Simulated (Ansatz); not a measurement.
# AgO (F-43m): the cell at rest

Wanted: the relaxed cell of AgO (F-43m).

Program: Ansatz 0.2.0. Level of theory: DFT PBEsol, scalar-relativistic, plane waves, PAW; PAW set soft_1. Results are calculated unless marked as measured.

### Step 1. The starting structure

The structure is cubic, space group F-43m (No. 216). The conventional cell has a = 4.816 Å, b = 4.816 Å, c = 4.816 Å, α = 90.00°, β = 90.00°, γ = 90.00°. Ag has 4 O at 2.09 Å nearest. Nearest to O lie 4 Ag at 2.09 Å. Farther neighbours and most contacts between anions are not listed.

Coordinates:

```cif
data_structure
_symmetry_space_group_name_H-M 'F-43m'
_symmetry_Int_Tables_number 216
_cell_length_a 4.8160
_cell_length_b 4.8160
_cell_length_c 4.8160
_cell_angle_alpha 90.000
_cell_angle_beta 90.000
_cell_angle_gamma 90.000
_cell_volume 111.70
loop_
_atom_site_label
_atom_site_type_symbol
_atom_site_symmetry_multiplicity
_atom_site_Wyckoff_symbol
_atom_site_fract_x
_atom_site_fract_y
_atom_site_fract_z
_atom_site_occupancy
Ag1 Ag 4 a 0.00000 0.00000 0.00000 1
O1 O 4 d 0.25000 0.25000 0.75000 1
```

### Step 2. A coarse first look

First a cheap look: the gap decides the mesh and the occupations, the pressure tells how far the cell has to move.

input.yaml

```yaml
crystal:
  lattice:
    - [0.0, 2.408, 2.408]
    - [2.408, 0.0, 2.408]
    - [2.408, 2.408, 0.0]
  atoms:
    - { symbol: Ag, position: [0.0, 0.0, 0.0] }
    - { symbol: O, position: [0.25, 0.25, 0.25] }
kpoints:
  mp_grid: { grid: [6, 6, 6] }
hamiltonian:
  xc: pbesol
  pseudopotentials: { kind: paw, azcp: { folder: soft_1 }, xc_functional: pbe }
scf:
  occupations: { method: gaussian, width: 0.1 }
output:
  forces: true
  stress: true
  eigenvalues: true
```

The run is started by

```console
$ ansatz run input.yaml --threads 4 --pin off --max-ram 10240MiB --backend cpu --events-out ev --progress --plain --runs-dir out
```

Numbers of over 12 decimals in the logs are rounded to 6 here.

Output:

```text
Engine: ansatz 0.2.0, aarch64-unknown-linux-gnu
Pseudopotentials: kind: paw
Pseudopotential: Ag, paw, valence charge 19, recommended cutoff 420 eV (normal), soft_1/Ag.paw.azcp
Pseudopotential: O, paw, valence charge 6, recommended cutoff 420 eV (normal), soft_1/O.paw.azcp
Functional definition: PBEsol
  exchange = pbesol_x
  correlation = pbesol_c
Crystal: 2 atoms, lattice volume = 27.925 Å³
[...]
--- Band table (eV; the first three rows and the last of 16) ---
  k-point 0: bands = [... 9 lower, 7.7727, 11.1977, 11.9514, 11.9514, 11.9514, 25.0702, 25.0702, 25.0702]
  k-point 1: bands = [... 9 lower, 7.7454, 10.7879, 11.7733, 11.7733, 12.6317, 22.6711, 25.2624, 25.2624]
  k-point 2: bands = [... 9 lower, 7.8277, 9.2698, 11.3055, 11.3055, 14.7018, 19.7009, 25.1867, 25.1867]
  k-point 15: bands = [... 9 lower, 8.0001, 8.5790, 9.0289, 10.2599, 18.1405, 20.1787, 21.3529, 22.6391]
[key lines of the parts left out:]
SCF converged after 7 iterations
Free energy (F): -8080.047929 eV
Fermi energy:    11.049017 eV
P = ⅓ Tr σ = 10.9960 GPa (109.960 kbar)
```

Run time: 0.98 s. Hardware: 4 threads of Arm Neoverse V1, shared host; peak memory 0.27 GiB.

This run has no spin polarisation although its electron count is odd.

This step gave:

```yaml
pressure: 11.00 GPa
volume_per_atom: 13.96 Å³
gap_on_the_k_mesh: 0 eV
```

The coarse mesh shows no gap and a pressure of 11.0 GPa.

### Step 3. Coarse relaxation

The start is far from rest, so a relaxation with loose tolerances brings it close first.

input.yaml, as its differences from that of step 2:

```diff
@@ -9,3 +9,3 @@
 kpoints:
-  mp_grid: { grid: [6, 6, 6] }
+  mp_grid: { grid: [8, 8, 8] }
 hamiltonian:
@@ -19 +19,6 @@
   eigenvalues: true
+relax:
+  adjacent_minimum: "off"
+  f_tol: 0.05
+  max_steps: 80
+  cell: { stress_tol: 0.5 }
```

Output:

```text
[...]
Crystal: 2 atoms, lattice volume = 27.925 Å³
Basis set: ecut = 420 eV, 537 PW (Γ), exchange–correlation on 48×48×48 points (8 copies of the dense FFT grid, shifted against one another)
Bands: 17, of which v1, the nominal top of the filled ones, is band 13 counted from 1 (12 counted from 0)
Symmetry: 24 space group operations
[...]
k-points: 29 of 512 (time reversal used)
[...]
--- Relaxed structure (4 steps of the walk, 4 accepted, 2 SCFs on fresh bases) ---
  F+E_penalty+E_count = -8080.13796370 eV   max|allowed force component| = 1.342e-16 eV/Å   (the final SCF, on the basis selected at the relaxed cell)
  cell:  # Å, volume = 30.3008 Å³
    - [0, 2.474426, 2.474426]
    - [2.474426, 0, 2.474426]
    - [2.474426, 2.474426, 0]
  atoms:
    - { symbol: Ag, position: [0, 0, 0] }
    - { symbol: O, position: [0.25, 0.25, 0.25] }
[key lines of the parts left out:]
SCF converged after 3 iterations
Free energy (F): -8080.137964 eV
Fermi energy:    9.513811 eV
P = ⅓ Tr σ = 0.0490 GPa (0.490 kbar)
```

The job ended after 2.9 s (4 threads; peak memory 0.3 GiB; 9.5 s of CPU time).

The steps of the relaxation:

| step | energy less that of the first step (eV) | largest force component (eV/Å) | pressure (GPa) | volume (Å³) |
| --- | --- | --- | --- | --- |
| 1 | 0.0000 | 0.0000 | 10.97 | 27.93 |
| 2 | -0.0657 | 0.0000 | 2.14 | 29.69 |
| 3 | -0.0682 | 0.0000 | 0.27 | 30.15 |
| 4* | -0.0749 | 0.0000 | 0.60 | 30.15 |
| 5 | -0.0749 | 0.0000 | 0.04 | 30.30 |
| 6* | -0.0753 | 0.0000 | 0.05 | 30.30 |

Relaxation steps marked * repeat the geometry before them on a plane-wave basis chosen anew for their cell, so energy and pressure can jump there.

Forces are held to the 24 operations that the run works with; a distortion that breaks them can't arise in this run.

| conventional cell, symmetrised | before | after | change |
| --- | --- | --- | --- |
| a (Å) | 4.816 | 4.949 | +2.8 % |
| b (Å) | 4.816 | 4.949 | +2.8 % |
| c (Å) | 4.816 | 4.949 | +2.8 % |
| volume (Å³/atom) | 13.96 | 15.15 | +8.5 % |

Final coordinates:

```
Ag O
1.0
     0.00000    2.47443    2.47443
     2.47443    0.00000    2.47443
     2.47443    2.47443    0.00000
Ag O
1 1
Cartesian
  0.0000 0.0000 0.0000
  1.2372 1.2372 1.2372
```

Numbers from this step:

```yaml
pressure: 0.04903 GPa
volume_per_atom: 15.15 Å³
```

In this step the volume went from 13.96 to 15.15 Å³/atom.

### Step 4. Bringing the structure to rest

Harmonic phonons are second derivatives at a point where the forces vanish, and they are wanted at zero stress, so atoms and cell are relaxed first.

input.yaml, the sections that differ from step 3:

```yaml
crystal:
  lattice:
    - [0.0, 2.4744261586, 2.4744261586]
    - [2.4744261586, 0.0, 2.4744261586]
    - [2.4744261586, 2.4744261586, 0.0]
  atoms:
    - { symbol: Ag, position: [0.0, 0.0, 0.0] }
    - { symbol: O, position: [0.25, 0.25, 0.25] }
kpoints:
  mp_grid: { grid: [14, 14, 14] }
relax:
  adjacent_minimum: "off"
  f_tol: 0.005
  max_steps: 80
  cell: { stress_tol: 0.05 }
# hamiltonian, scf, output: as in step 3
```

Output:

```text
[...]
Crystal: 2 atoms, lattice volume = 30.301 Å³
Basis set: ecut = 420 eV, 609 PW (Γ), exchange–correlation on 48×48×48 points (8 copies of the dense FFT grid, shifted against one another)
Bands: 17, of which v1, the nominal top of the filled ones, is band 13 counted from 1 (12 counted from 0)
Symmetry: 24 space group operations
[...]
k-points: 104 of 2744 (time reversal used)
[...]
SCF iter   1: F=—  HF=-8080.277603 eV  |F-HF|=—  |Δ(HF+E_count)|=         —  Δρ=6.98e-2  dr2=1.03e0  ethr=3.10e-3  ⟨swp⟩=5.3  Hψ=7843  notcnv=0
[...]
SCF iter   8: F=-8080.136126 eV  HF=-8080.136126 eV  |F-HF|=3.27e-10  |Δ(HF+E_count)|=   9.87e-9  Δρ=1.62e-6  dr2=8.05e-10  ethr=2.72e-10  ⟨swp⟩=2.0  Hψ=5646  notcnv=0
SCF 1 converged in 8 iterations: F = -8080.136126 eV  dr2 = 8.05e-10
[...]
relax step   1: F+E_penalty+E_count = -8080.13612629 eV  Δ(F+E_penalty+E_count) = +0.000e0 eV  max|allowed force component| = 1.156e-16 eV/Å  Δτ_max = 0.0000 Å  P = +0.095 GPa  Ω = 30.301 Å³  (8 SCF iters, dr2 threshold 1.00e-7 eV, accepted)
Crystal: 2 atoms, lattice volume = 30.321 Å³
[...]
SCF iter   4: F=-8080.136092 eV  HF=-8080.136092 eV  |F-HF|=1.19e-8  |Δ(HF+E_count)|=   1.80e-8  Δρ=7.08e-6  dr2=1.30e-8  ethr=8.97e-11  ⟨swp⟩=2.9  Hψ=6361  notcnv=0
SCF 2 converged in 4 iterations: F = -8080.136092 eV  dr2 = 1.30e-8
relax step   2: F+E_penalty+E_count = -8080.13609195 eV  Δ(F+E_penalty+E_count) = +3.435e-5 eV  max|allowed force component| = 1.434e-16 eV/Å  Δτ_max = 0.0000 Å  P = +0.019 GPa  Ω = 30.321 Å³  energy of the carried Pulay correction = -4.164e-5 eV  (4 SCF iters, dr2 threshold 2.24e-8 eV, accepted)
[...]
SCF iter   7: F=-8080.136099 eV  HF=-8080.136099 eV  |F-HF|=1.82e-12  |Δ(HF+E_count)|=  8.19e-12  Δρ=2.03e-7  dr2=5.73e-12  ethr=1.00e-12  ⟨swp⟩=4.3  Hψ=5704  notcnv=0
SCF 3 converged in 7 iterations: F = -8080.136099 eV  dr2 = 5.73e-12
relax step   3: F+E_penalty+E_count = -8080.13609861 eV  Δ(F+E_penalty+E_count) = -6.661e-6 eV  max|allowed force component| = 1.249e-16 eV/Å  Δτ_max = 0.0000 Å  P = +0.021 GPa  Ω = 30.321 Å³  stress off target by 2.06e-2 GPa  SCF on the basis re-selected at this cell (its energy is not comparable with the rows above)  (7 SCF iters)
[...]
SCF converged after 7 iterations
Free energy (F): -8080.136099 eV
[...]
Internal energy: -8080.124073 eV  (E = F + TS)
E sigma→0 (E₀):  -8080.130086 eV
Entropy (-TS):   -0.012025 eV (-6.013 meV/atom)
Fermi energy:    9.500113 eV
[...]
--- Stress (GPa, compression-positive) ---
        0.020583       0.000000       0.000000
       -0.000000       0.020583      -0.000000
        0.000000      -0.000000       0.020583
  P = ⅓ Tr σ = 0.0206 GPa (0.206 kbar)
--- Band table (eV; the first three rows and the last of 104) ---
  k-point 0: bands = [... 9 lower, 6.5154, 9.7792, 10.3191, 10.3191, 10.3191, 23.1412, 23.1412, 23.1412]
  k-point 1: bands = [... 9 lower, 6.5089, 9.6893, 10.2891, 10.2891, 10.4647, 22.5608, 23.1810, 23.1810]
  k-point 2: bands = [... 9 lower, 6.4964, 9.3846, 10.1995, 10.1995, 10.9188, 21.3204, 23.2676, 23.2676]
  k-point 103: bands = [... 9 lower, 6.9970, 7.2017, 7.4063, 8.8643, 16.8647, 18.0850, 19.4321, 20.1132]
--- Relaxed structure (2 steps of the walk, 2 accepted, 1 SCFs on fresh bases) ---
[...]
cell:  # Å, volume = 30.3214 Å³
    - [0, 2.474989, 2.474989]
    - [2.474989, 0, 2.474989]
    - [2.474989, 2.474989, 0]
  atoms:
    - { symbol: Ag, position: [0, 0, 0] }
    - { symbol: O, position: [0.25, 0.25, 0.25] }
```

The job ended after 4.8 s (4 threads; peak memory 0.37 GiB; 16 s of CPU time).

Little changed from the start: no atom moved by 0.005 Å and no cell edge by 0.1 %.

This step gave:

```yaml
pressure: 0.02058 GPa
volume_per_atom: 15.16 Å³
```

In this step the volume went from 15.15 to 15.16 Å³/atom.

### Step 5. Relaxing to small forces for the phonons

Phonons need a cell at rest on their own settings, so the relaxation is repeated with tight tolerances on forces and stress, using the mesh and the filling of the phonon run that follows.

input.yaml, the sections that differ from step 4:

```yaml
crystal:
  lattice:
    - [0.0, 2.4749891092, 2.4749891092]
    - [2.4749891092, 0.0, 2.4749891092]
    - [2.4749891092, 2.4749891092, 0.0]
  atoms:
    - { symbol: Ag, position: [0.0, 0.0, 0.0] }
    - { symbol: O, position: [0.25, 0.25, 0.25] }
kpoints:
  mp_grid: { grid: [16, 16, 16] }
scf:
  occupations: { method: methfessel_paxton, width: 0.2 }
relax:
  adjacent_minimum: "off"
  f_tol: 0.001
  max_steps: 60
  cell: { stress_tol: 0.01 }
# hamiltonian, output: as in step 4
```

Output:

```text
[...]
Crystal: 2 atoms, lattice volume = 30.321 Å³
Basis set: ecut = 420 eV, 609 PW (Γ), exchange–correlation on 48×48×48 points (8 copies of the dense FFT grid, shifted against one another)
Bands: 17, of which v1, the nominal top of the filled ones, is band 13 counted from 1 (12 counted from 0)
Symmetry: 24 space group operations
[...]
k-points: 145 of 4096 (time reversal used)
[...]
k-point 144: bands = [... 9 lower, 7.1376, 7.1930, 7.2573, 8.8830, 16.9865, 18.0861, 19.3917, 19.9538]
--- Relaxed structure (1 steps of the walk, 1 accepted, 1 SCFs on fresh bases) ---
[...]
cell:  # Å, volume = 30.3214 Å³
    - [0.0, 2.4749891092, 2.4749891092]
    - [2.4749891092, 0.0, 2.4749891092]
    - [2.4749891092, 2.4749891092, 0.0]
  atoms:
    - { symbol: Ag, position: [0.0, 0.0, 0.0] }
    - { symbol: O, position: [0.25, 0.25, 0.25] }
[key lines of the parts left out:]
SCF converged after 5 iterations
Free energy (F): -8080.130382 eV
Fermi energy:    9.496081 eV
P = ⅓ Tr σ = -0.0047 GPa (-0.047 kbar)
```

Wall time 4.1 s (4 threads); peak memory 0.4 GiB.

Little changed from the start: no atom moved by 0.005 Å and no cell edge by 0.1 %.

This step gave:

| Quantity | Value |
| --- | --- |
| pressure | -0.004677 GPa |

The forces vanish by symmetry and the pressure is -0.005 GPa, within the tolerances set. The cell now holds 15.16 Å³/atom.

### Step 6. What came out

| Item | Value |
| --- | --- |
| space group after relaxation (within 0.01 Å) | F-43m |
| lattice constant a | 4.950 Å |
| lattice constant b | 4.950 Å |
| lattice constant c | 4.950 Å |
| volume per atom | 15.2 Å³ |

What this shows: The forces vanish by symmetry and the pressure is -0.005 GPa, within the tolerances set. The cell now holds 15.16 Å³/atom. The relaxation keeps the symmetry of its start, so it says nothing on stability against lower symmetry. The runs are without spin polarisation, although the cell has an odd electron count. The PAW files were made for PBE and serve the other functionals too.

[Logs are printed without paths, hosts, clocks, repeated set-up lines and the standing remarks that a program may print on its own settings, such as how far it seeks lower states.]

[Hosts, paths, dates, database ids (printed as entryN), source tags and the programs' standing remarks are cut or masked in the printed files.]
